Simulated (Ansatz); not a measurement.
# Lattice dynamics of (GaAs)3(CdS)1 [001] superlattice, started as zinc blende

How does (GaAs)3(CdS)1 [001] superlattice, started as zinc blende vibrate, and is this structure a minimum?

Method: DFT PBE, scalar-relativistic, plane waves, PAW, in Ansatz 0.2.0.

Most raw output is cut from this account.

The structure was built from a prototype and need not be the compound's stable phase.

## 1. The starting structure

Symmetry: Pmm2, No. 25, orthorhombic system. Conventional cell: a = 4.025 Å, b = 4.025 Å, c = 11.385 Å, α = 90.00°, β = 90.00°, γ = 90.00°. Nearest to As lie 4 Ga at 2.46 Å. As has 4 Ga at 2.46 Å nearest. Nearest to As lie 2 Ga at 2.46 Å and 2 Cd at 2.46 Å. Nearest to Cd lie 2 S at 2.46 Å and 2 As at 2.46 Å. Ga has 2 As at 2.46 Å and 2 S at 2.46 Å nearest. Nearest to Ga lie 4 As at 2.46 Å. Farther neighbours and most contacts between anions are not listed.

## 2. Rough relaxation

A rough relaxation comes first, because large forces or stress need no tight tolerances yet.

Contents of input.yaml:

```yaml
crystal:
  lattice:
    - [2.84625, 2.84625, 0.0]
    - [-2.84625, 2.84625, 0.0]
    - [0.0, 0.0, 11.385]
  atoms:
    - { symbol: As, position: [0.5, 1.0, 0.125] }
    - { symbol: As, position: [1.0, 0.5, 0.375] }
    - { symbol: As, position: [0.5, 1.0, 0.625] }
    - { symbol: Cd, position: [0.5, 0.5, 0.75] }
    - { symbol: Ga, position: [0.0, 0.0, 0.0] }
    - { symbol: Ga, position: [0.5, 0.5, 0.25] }
    - { symbol: Ga, position: [0.0, 0.0, 0.5] }
    - { symbol: S, position: [1.0, 0.5, 0.875] }
kpoints:
  mp_grid: { grid: [6, 6, 2] }
hamiltonian:
  xc: pbe
scf:
  occupations: { method: gaussian, width: 0.1 }
output:
  forces: true
  stress: true
  eigenvalues: true
relax:
  adjacent_minimum: "off"
  f_tol: 0.05
  max_steps: 80
  cell: { stress_tol: 0.5 }
```

Run with:

```sh
> ansatz run input.yaml --threads 8 --pin off --max-ram 14336MiB --backend cpu --events-out ev --progress --plain --runs-dir out
```

The job ended after 25 s (8 threads of Arm Neoverse V2, shared host; peak memory 0.99 GiB).

Relaxation path:

| step | energy less that of the first step (eV) | largest force component (eV/Å) | pressure (GPa) | volume (Å³) |
| --- | --- | --- | --- | --- |
| 1 | 0.0000 | 1.6751 | 4.12 | 184.46 |
| 2 | -0.3714 | 0.2732 | 0.38 | 194.26 |
| 3 | -0.3844 | 0.1172 | 0.00 | 195.65 |
| 4 | -0.3859 | 0.0275 | -0.02 | 195.79 |
| 5* | -0.3883 | 0.0275 | -0.02 | 195.79 |

Relaxation steps marked * repeat the geometry before them on a plane-wave basis chosen anew for their cell, so energy and pressure can jump there.

The run keeps the 4 symmetry operations that it works with, so distortions that break them were not tested.

| conventional cell, symmetrised | before | after | change |
| --- | --- | --- | --- |
| a (Å) | 4.025 | 4.078 | +1.3 % |
| b (Å) | 4.025 | 4.108 | +2.0 % |
| c (Å) | 11.385 | 11.689 | +2.7 % |
| volume (Å³/atom) | 23.06 | 24.47 | +6.1 % |

The atoms that moved most (Å, as changes of fractional coordinates times the final cell):

| atom | dx | dy | dz | length |
| --- | --- | --- | --- | --- |
| S8 | 0.000 | 0.000 | 0.220 | 0.220 |
| As3 | 0.000 | 0.000 | -0.146 | 0.146 |
| Ga5 | 0.000 | 0.000 | 0.082 | 0.082 |
| Ga7 | 0.000 | 0.000 | -0.069 | 0.069 |
| As2 | 0.000 | 0.000 | -0.062 | 0.062 |
| Cd4 | 0.000 | 0.000 | -0.026 | 0.026 |
| As1 | 0.000 | 0.000 | 0.007 | 0.007 |
| Ga6 | 0.000 | 0.000 | -0.007 | 0.007 |

Final coordinates:

```cif
data_structure
_symmetry_space_group_name_H-M 'P 1'
_symmetry_Int_Tables_number 1
_cell_length_a 4.0776
_cell_length_b 4.1077
_cell_length_c 11.6894
_cell_angle_alpha 90.000
_cell_angle_beta 90.000
_cell_angle_gamma 90.000
_cell_volume 195.79
loop_
_atom_site_label
_atom_site_type_symbol
_atom_site_fract_x
_atom_site_fract_y
_atom_site_fract_z
_atom_site_occupancy
As1 As 0.50000 0.00000 0.12559 1
As2 As 0.00000 0.50000 0.36966 1
As3 As 0.50000 0.00000 0.61254 1
Cd4 Cd 0.50000 0.50000 0.74781 1
Ga5 Ga 0.00000 0.00000 0.00705 1
Ga6 Ga 0.50000 0.50000 0.24942 1
Ga7 Ga 0.00000 0.00000 0.49410 1
S8 S 0.00000 0.50000 0.89384 1
```

Numbers from this step:

```yaml
pressure: -0.01956 GPa
volume_per_atom: 24.47 Å³
gap_on_the_k_mesh: 0 eV
```

In this step the volume went from 23.06 to 24.47 Å³/atom.

## 3. Relaxation

Harmonic phonons are second derivatives at a point where the forces vanish, and they are wanted at zero stress, so atoms and cell are relaxed first.

Contents of input.yaml:

```yaml
crystal:
  lattice:
    - [2.8833226001, 2.8833226001, 0.0]
    - [-2.9045654266, 2.9045654266, 0.0]
    - [0.0, 0.0, 11.6894283682]
  atoms:
    - { symbol: As, position: [0.5, 1.0, 0.1255892639] }
    - { symbol: As, position: [1.0, 0.5, 0.3696584728] }
    - { symbol: As, position: [0.5, 1.0, 0.6125363382] }
    - { symbol: Cd, position: [0.5, 0.5, 0.7478066747] }
    - { symbol: Ga, position: [0.0, 0.0, 0.0070508204] }
    - { symbol: Ga, position: [0.5, 0.5, 0.2494192672] }
    - { symbol: Ga, position: [0.0, 0.0, 0.4940956158] }
    - { symbol: S, position: [1.0, 0.5, 0.8938435469] }
kpoints:
  mp_grid: { grid: [10, 10, 4] }
hamiltonian:
  xc: pbe
scf:
  occupations: { method: gaussian, width: 0.1 }
output:
  forces: true
  stress: true
  eigenvalues: true
  write_density: true
  write_potential: true
  elf: true
  volumetric_format: npy
relax:
  adjacent_minimum: "off"
  f_tol: 0.005
  max_steps: 80
  cell: { stress_tol: 0.05 }
```

Run time: 69 s. Hardware: 8 threads; peak memory 1.5 GiB.

Relaxation path:

| step | energy less that of the first step (eV) | largest force component (eV/Å) | pressure (GPa) | volume (Å³) |
| --- | --- | --- | --- | --- |
| 1 | 0.0000 | 0.0444 | -0.06 | 195.79 |
| 2 | -0.0004 | 0.0118 | -0.01 | 195.64 |
| 3 | -0.0004 | 0.0014 | 0.00 | 195.62 |
| 4* | -0.0004 | 0.0014 | 0.00 | 195.62 |

Relaxation steps marked * repeat the geometry before them on a plane-wave basis chosen anew for their cell, so energy and pressure can jump there.

The run keeps the 4 symmetry operations that it works with, so distortions that break them were not tested.

| conventional cell, symmetrised | before | after | change |
| --- | --- | --- | --- |
| a (Å) | 4.078 | 4.071 | -0.2 % |
| b (Å) | 4.108 | 4.111 | +0.1 % |
| c (Å) | 11.689 | 11.686 | -0.0 % |
| volume (Å³/atom) | 24.47 | 24.45 | -0.1 % |

This step gave:

| Item | Value |
| --- | --- |
| pressure | -0.003943 GPa |
| volume per atom | 24.45 Å³ |

Valence density in the ac plane at fractional y = 0.500, with atoms of As and Cd and Ga and S within 0.2 Å of it. It is the smooth field of the valence electrons, not physical close to the nuclei.

Values in e/Å³, 24 rows by 14 columns, each cell a mean:
```
 1  1  0  0  0  0  0  0  0  0  0  0  0  1
 1  1  1  0  0  0  0  0  0  0  0  1  1  1
 0  1  1  1  0  0  0  0  0  0  0  1  1  1
 1  1  1  1  0  0  0  0  0  0  0  1  1  1
 0  0  0  0  1  2  4  5  3  1  0  0  0  0
 0  0  0  0  2  6 16 20 12  5  1  0  0  0
 0  0  0  0  1  5 13 16 10  4  1  0  0  0
 0  0  0  0  0  1  2  2  2  1  0  0  0  0
 0  0  0  0  0  0  0  0  0  0  0  0  0  0
 0  0  0  0  0  0  0  0  0  0  0  0  0  0
 0  0  0  0  0  0  0  0  0  0  0  0  0  0
 0  0  0  0  0  0  0  0  0  0  0  0  0  0
 0  0  0  0  0  0  0  0  0  0  0  0  0  0
 3  2  1  0  0  0  0  0  0  0  0  0  1  2
20 11  2  1  0  0  0  0  0  0  0  1  4 14
17  9  2  1  0  0  0  0  0  0  0  1  4 11
 2  1  1  0  0  1  2  2  1  1  0  1  1  1
 0  0  0  0  1  3 18 29 10  2  0  0  0  0
 0  0  0  0  1  2 11 16  6  1  0  0  0  0
 0  0  0  0  0  0  1  1  1  0  0  0  0  0
 0  0  0  0  0  0  0  0  0  0  0  0  0  0
 0  0  0  0  0  0  0  0  0  0  0  0  0  0
 0  0  0  0  0  0  0  0  0  0  0  0  0  0
 0  0  0  0  0  0  0  0  0  0  0  0  0  0
```
Columns run along a (4.1 Å), rows up along c (11.7 Å). Atoms in or near the plane, at fractional coordinates: As at (0.00, 0.37), Cd at (0.50, 0.75), Ga at (0.50, 0.25), S at (0.00, 0.89).

Electrostatic potential energy in the ac plane at fractional y = 0.500, with atoms of As and Cd and Ga and S within 0.2 Å of it. With pseudopotentials it is smooth inside the atoms' cores, unlike the true potential.

Values in eV, 24 rows by 14 columns, each cell a mean:
```
 -5  -2   5   9  11  11  12  12  11  11  10   8   2  -3
-24 -23 -13   2   9  11  11  11  11  11   7  -1 -19 -23
-21 -23 -19  -2   8  10  10  10  10  10   6  -6 -24 -23
-21 -19  -6   4   7   6   3   2   4   6   6   2 -13 -20
  3   5   7   6  -1  -9 -15 -16 -13  -7   2   6   6   4
 10  10   8   3 -10 -18 -23 -23 -21 -16  -5   5   9  10
 11  10   8   4  -9 -16 -21 -22 -20 -15  -3   6   9  10
 11  11  10   8   3  -4  -9 -11  -8  -2   6   9  10  11
 11  11  11  11  10   8   7   7   7   9  10  11  11  11
 12  12  12  12  12  11  11  11  11  11  12  12  12  12
 11  11  12  12  12  12  12  12  12  12  12  12  11  11
 10  11  11  11  12  12  12  12  12  12  12  11  11  10
  5   6   8  10  11  11  12  12  12  11  10   9   7   6
 -5  -7  -4   4   9  10  11  11  11  10   7   2  -6  -6
 12   9  -8  -5   7   9  10  10  10   9   3  -8  -2  10
 10   7  -8  -4   5   6   4   3   5   6   3  -7  -3   8
 -6  -6  -2   3   0  -7 -12 -13 -11  -5   2   2  -5  -7
  6   7   7   4  -8 -15 -15 -15 -15 -14  -2   5   7   7
 10  10   9   5  -6 -14 -16 -15 -15 -13  -1   6   9  10
 11  11  10   8   4  -2  -7  -8  -5   0   6   9  10  11
 11  11  11  10   9   8   7   7   8   9  10  10  11  11
 11  11  11  11  11  11  10  10  11  11  11  11  11  11
 11  11  11  11  11  11  11  11  11  11  11  11  11  11
  9  10  10  11  11  11  11  11  11  11  11  11  10   9
```
Columns run along a (4.1 Å; values clipped at the 3rd and 97th percentile), rows up along c (11.7 Å). Atoms in or near the plane, at fractional coordinates: As at (0.00, 0.37), Cd at (0.50, 0.75), Ga at (0.50, 0.25), S at (0.00, 0.89).

ELF in the ac plane at fractional y = 0.500, with atoms of As and Cd and Ga and S within 0.2 Å of it. It is the smooth field of the valence electrons, not physical close to the nuclei.

Ten even steps from '_' (0.01) to '@' (0.88), each cell a mean:
```
@@%%%%**--..______::++##%%@@
++##@@@@##--____..==%%@@%%**
__==@@@@##--..__..++@@@@%%--
##@@@@%%==........::**@@@@%%
%%%%**--::--==++==::..--##%%
--::....--++%%@@##++::..::--
____..::--++##%%**==--....__
____....::----==--::::..____
______....::::::::......____
__________..........________
____________________________
--::..________________..::::
****++--..__________::==****
********==::____..::++******
::--**##**==::..--++**##++::
::--**%%##++----==**%%##++--
**##%%%%++--::..::--**%%##**
******++--..__..__::--**##**
::------::::____..::::------
____..::::::::::::::::::..__
________..::::::::::..______
____________......__________
..__________________________
++++--..____________..::==++
```
Columns run along a (4.1 Å), rows up along c (11.7 Å). Atoms in or near the plane, at fractional coordinates: As at (0.00, 0.37), Cd at (0.50, 0.75), Ga at (0.50, 0.25), S at (0.00, 0.89).

In this step the volume went from 24.47 to 24.45 Å³/atom.

## 4. Tight relaxation

Phonons need a cell at rest on their own settings, so the relaxation is repeated with tight tolerances on forces and stress, using the mesh and the filling of the phonon run that follows.

Contents of input.yaml:

```yaml
crystal:
  lattice:
    - [2.8789757852, 2.8789757852, 0.0]
    - [-2.9071984495, 2.9071984495, 0.0]
    - [0.0, 0.0, 11.6861572907]
  atoms:
    - { symbol: As, position: [0.5, 1.0, 0.1254523829] }
    - { symbol: As, position: [1.0, 0.5, 0.369792103] }
    - { symbol: As, position: [0.5, 1.0, 0.6126804405] }
    - { symbol: Cd, position: [0.5, 0.5, 0.7474937352] }
    - { symbol: Ga, position: [0.0, 0.0, 0.0067570515] }
    - { symbol: Ga, position: [0.5, 0.5, 0.2492720524] }
    - { symbol: Ga, position: [0.0, 0.0, 0.4944061899] }
    - { symbol: S, position: [1.0, 0.5, 0.8941460446] }
kpoints:
  mp_grid: { grid: [12, 12, 4] }
hamiltonian:
  xc: pbe
scf:
  occupations: { method: methfessel_paxton, width: 0.2 }
output:
  forces: true
  stress: true
  eigenvalues: true
relax:
  adjacent_minimum: "off"
  f_tol: 0.001
  max_steps: 60
  cell: { stress_tol: 0.01 }
```

The job ended after 90 s (8 threads; peak memory 1.8 GiB).

Little changed from the start: no atom moved by 0.005 Å and no cell edge by 0.1 %.

This step gave:

```
pressure : 2.44e-4 GPa
```

The largest force component left is 0.26 meV/Å and the pressure is 0.000 GPa, within the tolerances set. The cell now holds 24.45 Å³/atom.

## 5. Zone-centre response

The zone centre is the only wavevector solved here; it holds the modes that light can see, as far as symmetry allows. No field response is asked, since the mesh shows no gap.

Contents of input.yaml:

```yaml
crystal:
  lattice:
    - [2.8789393319, 2.8789393319, 0.0]
    - [-2.9070277047, 2.9070277047, 0.0]
    - [0.0, 0.0, 11.6863068927]
  atoms:
    - { symbol: As, position: [0.5, 1.0, 0.1254372556] }
    - { symbol: As, position: [1.0, 0.5, 0.3697958665] }
    - { symbol: As, position: [0.5, 1.0, 0.6126792752] }
    - { symbol: Cd, position: [0.5, 0.5, 0.7474504788] }
    - { symbol: Ga, position: [0.0, 0.0, 0.0067761737] }
    - { symbol: Ga, position: [0.5, 0.5, 0.2493004717] }
    - { symbol: Ga, position: [0.0, 0.0, 0.4944401933] }
    - { symbol: S, position: [1.0, 0.5, 0.8941202852] }
kpoints:
  mp_grid: { grid: [12, 12, 4] }
hamiltonian:
  xc: pbe
scf:
  occupations: { method: methfessel_paxton, width: 0.2 }
output:
  eigenvalues: true
phonons:
  method: dfpt
```

Wall time 12 min (8 threads); peak memory 8.3 GiB.

Numbers from this step:

| Property | Result |
| --- | --- |
| sum-rule residual before enforcement | 3.51e-5 eV/Å² |
| point group | mm2 |
| highest optical mode at the zone centre (no LO-TO term) | 281.3 cm⁻¹ |
| lowest optical zone-centre mode | 43.36 cm⁻¹ |

Patterns of degenerate modes are one choice out of their space. Modes at Γ, with each element's share of the kinetic energy:

| mode | frequency (cm⁻¹) | symmetry | As % | Cd % | Ga % | S % |
| --- | --- | --- | --- | --- | --- | --- |
| 1 | 0.0 | acoustic | 39 | 19 | 36 | 6 |
| 2 | 0.0 | acoustic | 39 | 19 | 36 | 6 |
| 3 | 0.0 | acoustic | 39 | 19 | 36 | 6 |
| 4 | 43.4 | B2 | 33 | 46 | 19 | 2 |
| 5 | 47.2 | B1 | 14 | 66 | 15 | 5 |
| 6 | 60.6 | B1 | 45 | 6 | 49 | 0 |
| 7 | 61.3 | B2 | 34 | 1 | 61 | 4 |
| 8 | 72.2 | B1 | 44 | 0 | 56 | 0 |
| 9 | 74.3 | B2 | 16 | 0 | 75 | 9 |
| 10 | 102.6 | A1 | 35 | 42 | 23 | 0 |
| 11 | 120.9 | A1 | 33 | 13 | 44 | 10 |
| 12 | 179.1 | A1 | 33 | 23 | 40 | 5 |
| 13 | 190.8 | B1 | 3 | 9 | 1 | 88 |
| 14 | 208.1 | B2 | 64 | 30 | 3 | 3 |
| 15 | 211.1 | B2 | 23 | 3 | 32 | 42 |
| 16 | 216.1 | A1 | 69 | 0 | 17 | 15 |
| 17 | 220.3 | B2 | 49 | 1 | 41 | 9 |
| 18 | 238.0 | B2 | 42 | 0 | 33 | 25 |
| 19 | 243.4 | A1 | 37 | 2 | 52 | 9 |
| 20 | 245.5 | B1 | 54 | 0 | 45 | 1 |
| 21 | 248.6 | A1 | 46 | 0 | 53 | 0 |
| 22 | 249.2 | B1 | 51 | 0 | 48 | 1 |
| 23 | 260.8 | B1 | 50 | 0 | 49 | 1 |
| 24 | 281.3 | A1 | 8 | 1 | 35 | 56 |

Displacements in mode 4 (43.4 cm⁻¹), the largest set to 1:
```
As1 -0.50  0.50  0.00
As2 -0.38  0.38  0.00
As3  0.83 -0.83  0.00
Cd4  1.00 -1.00  0.00
Ga5 -0.55  0.55  0.00
Ga6 -0.50  0.50  0.00
Ga7 -0.33  0.33  0.00
S8  -0.40  0.40  0.00
```

Displacements in mode 18 (238.0 cm⁻¹), the largest set to 1:
```
As1  0.80 -0.80  0.00
As2  0.27 -0.27  0.00
As3  0.09 -0.09  0.00
Cd4 -0.03  0.03  0.00
Ga5  0.20 -0.20  0.00
Ga6 -0.73  0.73  0.00
Ga7 -0.22  0.22  0.00
S8  -1.00  1.00  0.00
```

Before it was imposed, the acoustic sum rule was missed by 3.5e-5 eV/Å². Small misses are needed for a sound result but don't prove that mesh and cutoff are converged. The lowest optical mode is real, 43.4 cm⁻¹.

## 6. Isotope substitution, element Cd, natural mass 112.414 amu

An isotope changes the mass and not the force constants, so no new electronic calculation is needed; the shifts show which modes move this element.

The same force constants with the mass of Cd changed from 112.414 to 115.905 u (phonopy, no LO-TO term). Both lists are sorted by frequency; levels can cross, so a row need not hold one and the same mode. Modes under 3 cm⁻¹ are left out. Isotope shifts, by row:

| q | rank | natural mass (cm⁻¹) | changed mass (cm⁻¹) |
| --- | --- | --- | --- |
| 0 0 0 | 4 | 43.36 | 43.06 |
| 0 0 0 | 5 | 47.25 | 46.78 |
| 0 0 0 | 6 | 60.61 | 60.55 |
| 0 0 0 | 7 | 61.29 | 61.28 |
| 0 0 0 | 8 | 72.18 | 72.17 |
| 0 0 0 | 9 | 74.33 | 74.33 |
| 0 0 0 | 10 | 102.6 | 101.9 |
| 0 0 0 | 11 | 120.9 | 120.7 |
| 0 0 0 | 12 | 179.1 | 178.5 |
| 0 0 0 | 13 | 190.8 | 190.5 |
| 0 0 0 | 14 | 208.1 | 207.1 |
| 0 0 0 | 15 | 211.1 | 211.1 |
| 0 0 0 | 16 | 216.1 | 216.1 |
| 0 0 0 | 17 | 220.3 | 220.3 |
| 0 0 0 | 18 | 238 | 238 |
| 0 0 0 | 19 | 243.4 | 243.3 |
| 0 0 0 | 20 | 245.5 | 245.5 |
| 0 0 0 | 21 | 248.6 | 248.6 |
| 0 0 0 | 22 | 249.2 | 249.2 |
| 0 0 0 | 23 | 260.8 | 260.8 |
| 0 0 0 | 24 | 281.3 | 281.3 |

A mode of this element alone would shift by -1.52 %. The highest zone-centre frequency without the field goes from 281.3 to 281.3 cm⁻¹ (-0.0 %). The product of the frequency ratios over all optical modes at Γ is 0.964; the product rule, (m/m′)^(3k/2) (M′/M)^(3/2) with k = 1 such atoms and M the mass of the cell, gives 0.964.

## 7. Isotope substitution, element Ga, natural mass 69.723 amu

The same for Ga, from 69.72 to 70.92 u.

The same force constants with the mass of Ga changed from 69.723 to 70.925 u (phonopy, no LO-TO term). Both lists are sorted by frequency; levels can cross, so a row need not hold one and the same mode. Modes under 3 cm⁻¹ are left out. Isotope shifts, by row:

| q | rank | natural mass (cm⁻¹) | changed mass (cm⁻¹) |
| --- | --- | --- | --- |
| 0 0 0 | 4 | 43.36 | 43.29 |
| 0 0 0 | 5 | 47.25 | 47.19 |
| 0 0 0 | 6 | 60.61 | 60.35 |
| 0 0 0 | 7 | 61.29 | 60.97 |
| 0 0 0 | 8 | 72.18 | 71.83 |
| 0 0 0 | 9 | 74.33 | 73.85 |
| 0 0 0 | 10 | 102.6 | 102.4 |
| 0 0 0 | 11 | 120.9 | 120.5 |
| 0 0 0 | 12 | 179.1 | 178.5 |
| 0 0 0 | 13 | 190.8 | 190.7 |
| 0 0 0 | 14 | 208.1 | 208 |
| 0 0 0 | 15 | 211.1 | 210.6 |
| 0 0 0 | 16 | 216.1 | 215.8 |
| 0 0 0 | 17 | 220.3 | 219.5 |
| 0 0 0 | 18 | 238 | 237.3 |
| 0 0 0 | 19 | 243.4 | 242.3 |
| 0 0 0 | 20 | 245.5 | 244.6 |
| 0 0 0 | 21 | 248.6 | 247.4 |
| 0 0 0 | 22 | 249.2 | 248.2 |
| 0 0 0 | 23 | 260.8 | 259.7 |
| 0 0 0 | 24 | 281.3 | 280.4 |

A mode of this element alone would shift by -0.85 %. The highest zone-centre frequency without the field goes from 281.3 to 280.4 cm⁻¹ (-0.3 %). The product of the frequency ratios over all optical modes at Γ is 0.935; the product rule, (m/m′)^(3k/2) (M′/M)^(3/2) with k = 3 such atoms and M the mass of the cell, gives 0.935.

## 8. Isotope substitution, element S, natural mass 32.06 amu

The same for S, from 32.06 to 33.97 u.

A mode of this element alone would shift by -2.85 %. The highest zone-centre frequency without the field goes from 281.3 to 277.0 cm⁻¹ (-1.5 %). The product of the frequency ratios over all optical modes at Γ is 0.922; the product rule, (m/m′)^(3k/2) (M′/M)^(3/2) with k = 1 such atoms and M the mass of the cell, gives 0.921.

## 9. Summary of results

| Property | Result |
| --- | --- |
| space group after relaxation (within 0.01 Å) | Pmm2 |
| volume per atom | 24.5 Å³ |
| electronic character | no gap on this mesh |
| highest optical mode at the zone centre (no LO-TO term) | 281 cm⁻¹ |
| lowest optical zone-centre mode | 43.4 cm⁻¹ |
| imaginary modes at Γ (the only wavevector solved) | none |

The structure is stable against zone-centre distortions, since no mode there is imaginary; other wavevectors were not solved, so zone-boundary instabilities are untested. The optical modes at Γ span 43 to 281 cm⁻¹. No dispersion was computed. With no gap, or one that is small against the smearing, the frequencies hang on the k mesh and the smearing, most of all near Kohn anomalies. A semilocal functional can close a gap that the real compound would have, so the metallic treatment may be an artefact of the level. The starting cell was built on a prototype and not taken from a measurement, so the phase need not exist. These are harmonic frequencies at zero temperature: anharmonic shifts, linewidths and thermal expansion are left out.

[Logs are printed without paths, hosts, clocks, repeated set-up lines and the standing remarks that a program may print on its own settings, such as how far it seeks lower states.]

[Hosts, paths, dates, database ids (printed as entryN), source tags and the programs' standing remarks are cut or masked in the printed files.]
